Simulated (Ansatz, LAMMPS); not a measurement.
# Squeezing and shearing glassy 83P2O5-8BaO-8K2O (mol %) (75 atoms), part 2 of 4

Aim: relax glassy 83P2O5-8BaO-8K2O (mol %) (75 atoms), then change its volume and shape to read moduli from the stress.

Ansatz 0.2.0; Kohn-Sham DFT, PBE, PAW (set soft_2), plane waves.

The cell: 20 P, 1 Ba, 2 K and 52 O. The quench rate of 20 K/ps is many orders above laboratory rates. The starting topology of bonds comes from the classical model. Sampling is at Γ alone. Spin–orbit coupling is left out.

So far. Step 2 (Single point at the start): The r.m.s. force at the start is 1.7 eV/Å. Step 3 (Cell and atoms relaxed): The relaxation converged after 73 steps, with a largest force component of 0.030 eV/Å.

### Step 4. Single point at the relaxed geometry

One more single point at the end of the walk gives the fuller output and checks the residual forces.

File input.yaml:

```yaml
crystal:
  lattice:
    - [10.15912, 0.12688, 0.25027]
    - [0.12688, 11.16134, -0.24295]
    - [0.25027, -0.24295, 9.28628]
  atoms:
    - { symbol: P, position: [0.12599, 0.44361, 0.83487] }
    - { symbol: P, position: [0.47541, 0.60473, 0.0535] }
    - { symbol: P, position: [0.51315, 0.36039, 0.20171] }
    - { symbol: P, position: [0.38441, 0.39631, 0.49182] }
    - { symbol: P, position: [0.42, 0.43055, 0.79841] }
    - { symbol: P, position: [0.38177, 0.12222, 0.12722] }
    [... 63 atom lines left out ...]
    - { symbol: O, position: [0.52578, 0.34335, 0.82372] }
    - { symbol: O, position: [0.1408, 0.35935, 0.12813] }
    - { symbol: O, position: [0.99868, 0.70231, 0.73572] }
    - { symbol: O, position: [0.78429, 0.77367, 0.63285] }
    - { symbol: O, position: [0.3977, 0.12576, 0.9467] }
    - { symbol: O, position: [0.38326, 0.26343, 0.55741] }
kpoints:
  mp_grid: { grid: [1, 1, 1] }
hamiltonian:
  xc: pbe
scf:
  occupations: { method: fixed }
output:
  forces: true
  stress: true
  populations: intrinsic
  dos:
    method: { smearing: { sigma: 0.1 } }
    de: 0.1
    projected: { site_lists: { Ba: [Ba], K: [K], O: [O], P: [P] } }
  eigenvalues: true
  write_density: true
  write_potential: true
  volumetric_format: npy
  elf: true
```

On the command line:

```bash
$ ansatz run input.yaml --threads 4 --pin off --max-ram 8192MiB --backend cpu --events-out ev --progress --plain --runs-dir out
```

Output:

```text
[...]
Crystal: 75 atoms, lattice volume = 1051.502 Å³
Basis set: ecut = 420 eV, 20557 PW (Γ), exchange–correlation on 144×150×128 points (8 copies of the dense FFT grid, shifted against one another)
Bands: 295, of which v1, the nominal top of the filled ones, is band 220 counted from 1 (219 counted from 0)
Symmetry: 1 space group operations
[...]
k-points: 1
[...]
SCF iter   1: F=—  HF=-53665.458404 eV  |F-HF|=—  |Δ(HF+E_count)|=         —  Δρ=3.54e-3  dr2=1.60e-1  ethr=1.77e-3  ⟨swp⟩=7.0  Hψ=1207  notcnv=0  defer=73
[...]
SCF iter   9: F=-53665.431648 eV  HF=-53665.431648 eV  |F-HF|=2.76e-8  |Δ(HF+E_count)|=   7.78e-8  Δρ=2.62e-6  dr2=7.46e-8  ethr=2.27e-11  ⟨swp⟩=27.0  Hψ=3844  notcnv=0
SCF 1 converged in 9 iterations: F = -53665.431648 eV  dr2 = 7.46e-8
[...]
SCF converged after 9 iterations
Free energy (F): -53665.431648 eV
[...]
Internal energy: -53665.431648 eV  (E = F + TS)
E sigma→0 (E₀):  -53665.431648 eV
Fermi energy:    3.091970 eV
[...]
--- Forces (eV/Å), atoms counted from 1 ---
  atom   1  P     -0.01304386    -0.00763102     0.01591839
  atom   2  P     -0.00731324     0.01009284     0.00827697
  atom   3  P     -0.01357808     0.01839419    -0.00416526
  atom   4  P     -0.01050315     0.01342537    -0.00961995
  atom   5  P      0.00436904    -0.00470311     0.00066106
  atom   6  P     -0.00733113     0.00525914    -0.00025691
  atom   7  P      0.00498408     0.00781877    -0.00583382
  atom   8  P     -0.00275682     0.02271892     0.00155921
  atom   9  P     -0.00016563     0.00531271    -0.00548066
  atom  10  P     -0.01679879     0.00593495    -0.01565783
  atom  11  P      0.00199523    -0.00864231    -0.00976260
  atom  12  P     -0.00643220     0.00379157    -0.00322918
  atom  13  P     -0.00446689    -0.00464522    -0.00661970
  atom  14  P     -0.02959813     0.01534100    -0.00452110
[...]
atom  74  O      0.00217437     0.00136414     0.00177066
  atom  75  O      0.01475028    -0.00515686     0.01178821
  max |Σ_I F_I| component: 8.90e-5 eV/Å
--- Stress (GPa, compression-positive) ---
       -0.015446       0.019321      -0.001937
        0.019319       0.006139      -0.009451
       -0.001937      -0.009450      -0.014674
  P = ⅓ Tr σ = -0.0080 GPa (-0.080 kbar)
--- Band table (eV) ---
[...]
--- intrinsic populations: 75 sites ---
  site symbol       q [e]
     0      P      2.9154
     1      P      2.9152
     2      P      2.8578
[...]
74      O      6.8682
  spilling = -0.000000 (of n_electrons = 440.000000)
```

The job ended after 11 s (4 threads of Intel Xeon Platinum 8488C (Sapphire Rapids), shared host; peak memory 1.3 GiB; 38 s of CPU time).

Read from the output:

| Property | Result |
| --- | --- |
| free energy | -53665.4316 eV |
| free energy per atom | -715.5391 eV/atom |
| SCF cycles | 9 |
| pressure | -0.007994 GPa |
| r.m.s. force component | 0.00751 eV/Å |
| longest force | 0.03364 eV/Å |
| Fermi energy | 3.092 eV |
| gap (highest filled to lowest empty level) | 2.694 eV |

Intrinsic-atomic-orbital charges by element and coordination:

```tsv
element	coordination	atoms	mean charge (e)	spread	least	most
Ba	all	1	1.82	0	1.82	1.82
K	all	2	0.817	0.0111	0.806	0.828
K	5	1	0.828	0	0.828	0.828
K	6	1	0.806	0	0.806	0.806
O	all	52	-0.888	0.0578	-1.04	-0.814
O	1	7	-0.905	0.0342	-0.966	-0.862
O	2	41	-0.874	0.048	-1.04	-0.814
O	3	4	-1.01	0.0364	-1.04	-0.944
P	all	20	2.14	0.0405	2.07	2.24
P	4	19	2.14	0.0398	2.07	2.24
P	6	1	2.08	0	2.08	2.08
```

Density of states as counts of states in windows of 1 eV (from the Fermi level), total and the larger projections:

```tsv
from (eV)	to (eV)	total	O p	P p	O s
-10	-9	16.5	10.2	3.8	0.4
-9	-8	10.3	7.1	2.5	0.3
-8	-7	6.0	4.3	1.1	0.4
-7	-6	12.8	9.6	1.3	1.4
-6	-5	37.2	28.8	3.1	3.7
-5	-4	41.4	34.1	2.6	3.1
-4	-3	48.4	43.0	1.8	2.1
-3	-2	35.9	32.8	1.3	0.8
-2	-1	55.1	50.9	2.2	0.5
-1	0	19.2	18.2	0.4	0.1
0	1	2.0	1.9	0.0	0.0
1	2	0.0	0.0	0.0	0.0
2	3	2.0	0.4	0.2	0.4
3	4	0.0	0.0	0.0	0.0
4	5	6.0	1.0	1.0	1.1
```

With fixed occupations the program's Fermi level is the highest filled level; weight inside the gap is the broadening of levels at its edges.

Between -26 and -10 eV lie 151 more states.

The levels nearest the highest filled one (over half full), pooled over k-points and spins:

```tsv
level less the highest filled one (eV)	occupation
-0.614	2
-0.399	2
-0.321	2
-0.203	2
-0.0294	2
0	2
2.69	0
4.26	0
4.51	0
4.82	0
5.23	0
5.48	0
```

ELF in the ab plane at fractional z = 0.188, with atoms of P and Ba and O within 0.2 Å of it. It is the smooth field of the valence electrons, not physical close to the nuclei.

Ten even steps from '_' (0.00) to '@' (0.86), each cell a mean:
```
--::________::--::____..++%%@@%%++..__..--====--..____::==
________________________::====::____..--==--::..________..
__________________________________::**@@@@@@%%**--________
____....__________________________==%%@@**##@@@@**..______
__....::::::::..__________________::**%%####@@%%==..______
__..::----====::......______--==----==##%%%%**--..________
..::----..::::==++****::__--##@@%%##++==++++::....________
########--..--**%%@@@@++__==%%%%##%%%%++--====++==--....==
%%##%%@@##--==##@@@@@@++..--%%%%%%%%**--::++######++--==##
%%**##@@**::::**%%@@##::__..--**##**--____==**####==..--%%
%%@@@@%%==____::==--....--==::......______..----==..____++
------::____________::##@@@@##==..____________..--========
::____..::..______..**@@@@@@@@##--..__________..==##@@%%**
::..--**%%##++..____::++##%%%%**========--____..**%%@@%%##
==++##@@@@@@##--______..--==::..==%%%%%%%%==____==##%%%%##
..--%%@@@@@@##::__::++****++..__++@@%%%%@@%%::____..::==++
____++%%####==__..##@@%%%%@@**--##@@%%%%@@%%::____::==**--
--..--++--::____..##@@**++%%##--==##%%@@%%==____--##%%%%##
++--::..____....__--##%%%%%%==..__::--::......__--%%@@%%##
--..____..==####++--==****--..______..==##%%##==..==####++
________++@@@@%%%%%%==::==++++==::__++@@@@%%@@@@++....::..
..______**@@%%**%%%%++==%%%%%%@@##::**@@++__--@@@@--____..
==::____--%%@@@@%%**====%%%%##@@@@::++@@##--++@@@@--__::++
++--..____==##%%**--..--##@@@@@@%%::::##@@@@@@@@##....==**
```
Columns run along a (10.2 Å), rows up along b (11.2 Å). Atoms in or near the plane, at fractional coordinates: P at (0.51, 0.36), P at (0.92, 0.56), P at (0.02, 0.31), Ba at (0.74, 0.08), O at (0.40, 0.27), O at (0.06, 0.61), O at (0.24, 0.10), O at (0.72, 0.83).

Electrostatic potential energy in the ab plane at fractional z = 0.188, with atoms of P and Ba and O within 0.2 Å of it. With pseudopotentials it is smooth inside the atoms' cores, unlike the true potential.

Values in eV, 13 rows by 16 columns, each cell a mean:
```
 10  10  10  10  10  10  10  10   9   9   7   3   3   6   8  10
 10  10  10   9   9  10  10  10  10  10   2 -22  -3   9  10  10
  9   6   0   1   6   9  10  10   9   6  -7 -33  -8   9   9   9
  6  -7 -42 -37  -2   6   8   7  -6  -7 -16 -15   2   7   7   8
-20 -27 -23 -18  -8 -10   5   1 -28 -21   0   0   2   0  -9  -5
-23 -19   4   7   8   7   6   4   4   6   8   7   4 -16 -49 -42
  3   9  10  10  10  10   1 -15   2   6   8   9   7  -3 -25 -19
  1   4   3  10  11   9   2 -23 -32  -9   5  10  10   8  -7  -5
-44 -24  -8   9  11   7  -9 -33 -47 -29 -32  -3  10  10   5 -23
-37 -17   7  11  10  -5 -41 -20  -3   2  -6   5   9   9   3 -17
  5   7  10   7   4  -7 -18   0   7   7   2  -8  -6   4   6   5
 10  10   9 -23 -30 -18 -30 -12  -4   5 -15 -35 -34 -12   6   9
  9  10  10   3   1   5   2 -23 -25   4  -8 -27 -27  -7   6   9
```
Columns run along a (10.2 Å; values clipped at the 3rd and 97th percentile), rows up along b (11.2 Å). Atoms in or near the plane, at fractional coordinates: P at (0.51, 0.36), P at (0.92, 0.56), P at (0.02, 0.31), Ba at (0.74, 0.08), O at (0.40, 0.27), O at (0.06, 0.61), O at (0.24, 0.10), O at (0.72, 0.83).

The highest filled and lowest empty levels differ by 2.69 eV (at Γ alone); a semilocal functional tends to put such gaps too low. In a disordered cell it changes from sample to sample, and tail or defect levels can set it. Mean intrinsic-atomic-orbital charges: Ba +1.82, K +0.82, O -0.89, P +2.14 e.

### Step 5. Volume -3 %

The relaxed cell is scaled evenly and the atoms are relaxed again; the stress at the end gives one point of P(V).

input.yaml, the sections that differ from step 4:

```yaml
crystal:
  lattice:
    - [10.0565, 0.1256, 0.24774]
    - [0.1256, 11.04859, -0.2405]
    - [0.24774, -0.2405, 9.19247]
  atoms:
    [... the 75 atom lines of step 4 ...]
output:
  forces: true
  eigenvalues: true
  stress: true
relax:
  f_tol: 0.05
  max_steps: 70
# kpoints, hamiltonian, scf: as in step 4
```

Output:

```text
Warning: output.stress: scf.convergence.dr2_threshold = 1e-7 eV (the SCF's general default) is looser than the 7.5e-9 eV advised for a printed stress (1e-10 eV for each atom of the cell: 75). What an SCF threshold leaves in a stress goes as its square root, and in the free energy as the threshold itself, and one threshold admits the most on a small cell: [...]
[...]
Crystal: 75 atoms, lattice volume = 1019.957 Å³
Basis set: ecut = 420 eV, 19963 PW (Γ), exchange–correlation on 144×150×128 points (8 copies of the dense FFT grid, shifted against one another)
Bands: 295, of which v1, the nominal top of the filled ones, is band 220 counted from 1 (219 counted from 0)
Symmetry: 1 space group operations
[...]
k-points: 1
[...]
SCF iter   1: F=—  HF=-53664.993638 eV  |F-HF|=—  |Δ(HF+E_count)|=         —  Δρ=3.56e-3  dr2=1.54e-1  ethr=1.77e-3  ⟨swp⟩=7.0  Hψ=1208  notcnv=0  defer=72
[...]
SCF iter   5: F=—  HF=-53664.971036 eV  |F-HF|=—  |Δ(HF+E_count)|=   8.39e-5  Δρ=1.50e-4  dr2=2.10e-4  ethr=2.02e-7  ⟨swp⟩=3.0  Hψ=423  notcnv=0  defer=73
SCF iter   6: F=-53664.971014 eV  HF=-53664.971020 eV  |F-HF|=6.33e-6  |Δ(HF+E_count)|=   1.56e-5  Δρ=4.80e-5  dr2=2.39e-5  ethr=1.42e-8  ⟨swp⟩=21.0  Hψ=2600  notcnv=0
SCF 1 converged in 6 iterations: F = -53664.971014 eV  dr2 = 2.39e-5
[...]
relax step   1: F+E_penalty+E_count = -53664.97101416 eV  Δ(F+E_penalty+E_count) = +0.000e0 eV  max|allowed force component| = 1.022e0 eV/Å  Δτ_max = 0.0000 Å  (6 SCF iters, dr2 threshold 6.25e-5 eV, accepted)
[...]
relax step   2: F+E_penalty+E_count = -53665.18636983 eV  Δ(F+E_penalty+E_count) = -2.154e-1 eV  max|allowed force component| = 4.781e-1 eV/Å  Δτ_max = 0.0761 Å  (6 SCF iters, dr2 threshold 6.53e-5 eV, accepted)
[...]
relax step   3: F+E_penalty+E_count = -53665.27970765 eV  Δ(F+E_penalty+E_count) = -9.334e-2 eV  max|allowed force component| = 2.321e-1 eV/Å  Δτ_max = 0.0883 Å  (6 SCF iters, dr2 threshold 1.43e-5 eV, accepted)
relax step   4: F+E_penalty+E_count = -53665.30195669 eV  Δ(F+E_penalty+E_count) = -2.225e-2 eV  max|allowed force component| = 1.278e-1 eV/Å  Δτ_max = 0.0668 Å  (6 SCF iters, dr2 threshold 1.18e-5 eV, accepted)
relax step   5: F+E_penalty+E_count = -53665.25404922 eV  Δ(F+E_penalty+E_count) = +4.791e-2 eV  max|allowed force component| = 4.831e-1 eV/Å  Δτ_max = 0.0973 Å  (8 SCF iters, dr2 threshold 3.85e-6 eV, rejected (line search))
relax step   6: F+E_penalty+E_count = -53665.32044278 eV  Δ(F+E_penalty+E_count) = -1.849e-2 eV  max|allowed force component| = 8.777e-2 eV/Å  Δτ_max = 0.0343 Å  (9 SCF iters, accepted)
relax step   7: F+E_penalty+E_count = -53665.32429288 eV  Δ(F+E_penalty+E_count) = -3.850e-3 eV  max|allowed force component| = 6.493e-2 eV/Å  Δτ_max = 0.0151 Å  (8 SCF iters, accepted)
relax step   8: F+E_penalty+E_count = -53665.32911215 eV  Δ(F+E_penalty+E_count) = -4.819e-3 eV  max|allowed force component| = 5.026e-2 eV/Å  Δτ_max = 0.0271 Å  (8 SCF iters, accepted)
[...]
relax step   9: F+E_penalty+E_count = -53665.33082521 eV  Δ(F+E_penalty+E_count) = -1.713e-3 eV  max|allowed force component| = 4.073e-2 eV/Å  Δτ_max = 0.0174 Å  (7 SCF iters, accepted)
SCF converged after 7 iterations
Free energy (F): -53665.330825 eV
[...]
Internal energy: -53665.330825 eV  (E = F + TS)
E sigma→0 (E₀):  -53665.330825 eV
Fermi energy:    3.376323 eV
[...]
Σ components = -53665.330825   (vs F -53665.330825, Δ=0.00e0)
--- Forces (eV/Å), atoms counted from 1 ---
  atom   1  P     -0.00761564    -0.02461293    -0.01811696
  atom   2  P     -0.00292781    -0.01528102    -0.00306756
  atom   3  P      0.00656867    -0.01844970     0.01100726
  atom   4  P     -0.02472584    -0.00102305     0.00147743
[...]
atom  75  O      0.00672549    -0.00203873    -0.00023739
  max |Σ_I F_I| component: 1.09e-4 eV/Å
--- Stress (GPa, compression-positive) ---
        1.009821       0.073472      -0.018857
        0.073471       0.998082       0.058226
       -0.018858       0.058226       1.267920
  P = ⅓ Tr σ = 1.0919 GPa (10.919 kbar)
--- Band table (eV) ---
[...]
--- Relaxed structure (9 steps of the walk, 8 accepted, 0 SCFs on fresh bases) ---
  F+E_penalty+E_count = -53665.33082521 eV   max|allowed force component| = 4.073e-2 eV/Å
  atoms:
    - { symbol: P, position: [0.125723, 0.440290, 0.837147] }
    - { symbol: P, position: [0.473740, 0.605829, 0.054989] }
    - { symbol: P, position: [0.515233, 0.359816, 0.201480] }
    - { symbol: P, position: [0.382832, 0.400219, 0.488441] }
[...]
- { symbol: O, position: [0.377774, 0.266361, 0.555271] }
```

Wall time 63 s (4 threads); peak memory 1.3 GiB.

The program notes that the SCF threshold is loose for the stress.

The relaxation converged after 9 steps, 0.360 eV below its start, with a largest force component of 0.041 eV/Å.

Volume -3 %: the energy stands 0.101 eV above that of the reference, at a pressure of 1.09 GPa.

### Step 6. Volume +3 %

The relaxed cell is scaled to another volume.

input.yaml, the sections that differ from step 5:

```yaml
crystal:
  lattice:
    - [10.25971, 0.12814, 0.25275]
    - [0.12814, 11.27186, -0.24536]
    - [0.25275, -0.24536, 9.37823]
  atoms:
    [... the 75 atom lines of step 4 ...]
# kpoints, hamiltonian, scf, output, relax: as in step 5
```

Output:

```text
[...]
Crystal: 75 atoms, lattice volume = 1083.047 Å³
Basis set: ecut = 420 eV, 21163 PW (Γ), exchange–correlation on 144×160×128 points (8 copies of the dense FFT grid, shifted against one another)
Bands: 295, of which v1, the nominal top of the filled ones, is band 220 counted from 1 (219 counted from 0)
Symmetry: 1 space group operations
[...]
k-points: 1
[...]
SCF iter   1: F=—  HF=-53665.041890 eV  |F-HF|=—  |Δ(HF+E_count)|=         —  Δρ=3.56e-3  dr2=1.71e-1  ethr=1.77e-3  ⟨swp⟩=7.0  Hψ=1207  notcnv=0  defer=73
[...]
SCF iter   5: F=—  HF=-53665.012933 eV  |F-HF|=—  |Δ(HF+E_count)|=   2.04e-4  Δρ=1.74e-4  dr2=3.14e-4  ethr=2.88e-7  ⟨swp⟩=3.0  Hψ=494  notcnv=0  defer=73
SCF iter   6: F=-53665.012895 eV  HF=-53665.012901 eV  |F-HF|=6.27e-6  |Δ(HF+E_count)|=   3.19e-5  Δρ=5.39e-5  dr2=2.95e-5  ethr=1.42e-8  ⟨swp⟩=21.0  Hψ=2631  notcnv=0
SCF 1 converged in 6 iterations: F = -53665.012895 eV  dr2 = 2.95e-5
[...]
relax step   1: F+E_penalty+E_count = -53665.01289453 eV  Δ(F+E_penalty+E_count) = +0.000e0 eV  max|allowed force component| = 9.094e-1 eV/Å  Δτ_max = 0.0000 Å  (6 SCF iters, dr2 threshold 6.25e-5 eV, accepted)
[...]
relax step   2: F+E_penalty+E_count = -53665.20402092 eV  Δ(F+E_penalty+E_count) = -1.911e-1 eV  max|allowed force component| = 4.645e-1 eV/Å  Δτ_max = 0.0836 Å  (6 SCF iters, dr2 threshold 5.17e-5 eV, accepted)
[...]
relax step   3: F+E_penalty+E_count = -53665.29095035 eV  Δ(F+E_penalty+E_count) = -8.693e-2 eV  max|allowed force component| = 2.083e-1 eV/Å  Δτ_max = 0.0814 Å  (6 SCF iters, dr2 threshold 1.35e-5 eV, accepted)
relax step   4: F+E_penalty+E_count = -53665.31091115 eV  Δ(F+E_penalty+E_count) = -1.996e-2 eV  max|allowed force component| = 1.155e-1 eV/Å  Δτ_max = 0.0653 Å  (6 SCF iters, dr2 threshold 8.72e-6 eV, accepted)
relax step   5: F+E_penalty+E_count = -53665.32363886 eV  Δ(F+E_penalty+E_count) = -1.273e-2 eV  max|allowed force component| = 1.026e-1 eV/Å  Δτ_max = 0.0485 Å  (7 SCF iters, dr2 threshold 2.68e-6 eV, accepted)
relax step   6: F+E_penalty+E_count = -53665.33130069 eV  Δ(F+E_penalty+E_count) = -7.662e-3 eV  max|allowed force component| = 8.128e-2 eV/Å  Δτ_max = 0.0287 Å  (6 SCF iters, dr2 threshold 3.24e-6 eV, accepted)
relax step   7: F+E_penalty+E_count = -53665.33599999 eV  Δ(F+E_penalty+E_count) = -4.699e-3 eV  max|allowed force component| = 7.345e-2 eV/Å  Δτ_max = 0.0291 Å  (6 SCF iters, dr2 threshold 4.14e-6 eV, accepted)
relax step   8: F+E_penalty+E_count = -53665.34000813 eV  Δ(F+E_penalty+E_count) = -4.008e-3 eV  max|allowed force component| = 5.665e-2 eV/Å  Δτ_max = 0.0293 Å  (6 SCF iters, dr2 threshold 3.38e-6 eV, accepted)
relax step   9: F+E_penalty+E_count = -53665.34444862 eV  Δ(F+E_penalty+E_count) = -4.440e-3 eV  max|allowed force component| = 5.023e-2 eV/Å  Δτ_max = 0.0457 Å  (9 SCF iters, accepted)
relax step  10: F+E_penalty+E_count = -53665.34757423 eV  Δ(F+E_penalty+E_count) = -3.126e-3 eV  max|allowed force component| = 9.962e-2 eV/Å  Δτ_max = 0.0445 Å  (9 SCF iters, accepted)
relax step  11: F+E_penalty+E_count = -53665.34995530 eV  Δ(F+E_penalty+E_count) = -2.381e-3 eV  max|allowed force component| = 6.670e-2 eV/Å  Δτ_max = 0.0187 Å  (5 SCF iters, dr2 threshold 7.80e-6 eV, accepted)
[...]
relax step  12: F+E_penalty+E_count = -53665.35158695 eV  Δ(F+E_penalty+E_count) = -1.632e-3 eV  max|allowed force component| = 4.745e-2 eV/Å  Δτ_max = 0.0189 Å  (8 SCF iters, accepted)
SCF converged after 8 iterations
Free energy (F): -53665.351587 eV
[...]
Internal energy: -53665.351587 eV  (E = F + TS)
E sigma→0 (E₀):  -53665.351587 eV
Fermi energy:    2.846752 eV
[...]
Σ components = -53665.351587   (vs F -53665.351587, Δ=0.00e0)
--- Forces (eV/Å), atoms counted from 1 ---
  atom   1  P     -0.00373752     0.00166967     0.00498053
  atom   2  P     -0.01030810     0.03050064     0.00988338
  atom   3  P     -0.01476162     0.02369189    -0.00938720
  atom   4  P     -0.00300768    -0.00368036    -0.00012093
[...]
atom  75  O      0.01204845    -0.00969584    -0.00743595
  max |Σ_I F_I| component: 6.08e-5 eV/Å
--- Stress (GPa, compression-positive) ---
       -0.710539      -0.052360       0.087790
       -0.052361      -0.596736      -0.149536
        0.087790      -0.149535      -1.039586
  P = ⅓ Tr σ = -0.7823 GPa (-7.823 kbar)
--- Band table (eV) ---
[...]
--- Relaxed structure (12 steps of the walk, 12 accepted, 0 SCFs on fresh bases) ---
  F+E_penalty+E_count = -53665.35158695 eV   max|allowed force component| = 4.745e-2 eV/Å
  atoms:
    - { symbol: P, position: [0.125787, 0.448359, 0.832564] }
    - { symbol: P, position: [0.476455, 0.603010, 0.052032] }
    - { symbol: P, position: [0.509566, 0.361063, 0.202710] }
    - { symbol: P, position: [0.386907, 0.388233, 0.497319] }
[...]
- { symbol: O, position: [0.397483, 0.257205, 0.563144] }
```

Run time: 82 s. Hardware: 4 threads; peak memory 1.4 GiB; 4.9 min of CPU time.

The relaxation converged after 12 steps, 0.339 eV below its start, with a largest force component of 0.047 eV/Å.

Volume +3 %: the energy stands 0.0801 eV above that of the reference, at a pressure of -0.782 GPa.

### Step 7. Volume -6 %

The relaxed cell is scaled to another volume.

Input and log are left out; they have the form of those shown for this kind of step.

It took 91 s on 4 threads of Intel Xeon Platinum 8488C (Sapphire Rapids), shared host; peak memory 1.3 GiB.

The relaxation converged after 14 steps, 1.53 eV below its start, with a largest force component of 0.039 eV/Å.

Volume -6 %: the energy stands 0.439 eV above that of the reference, at a pressure of 2.38 GPa.

(Continued in part 3 of 4.)

[Long decimals in the printed logs are rounded to 6 places.]

[Logs are printed without paths, hosts, clocks, repeated set-up lines and the standing remarks that a program may print on its own settings, such as how far it seeks lower states.]

[Hosts, paths, dates, database ids (printed as entryN), source tags and the programs' standing remarks are cut or masked in the printed files.]
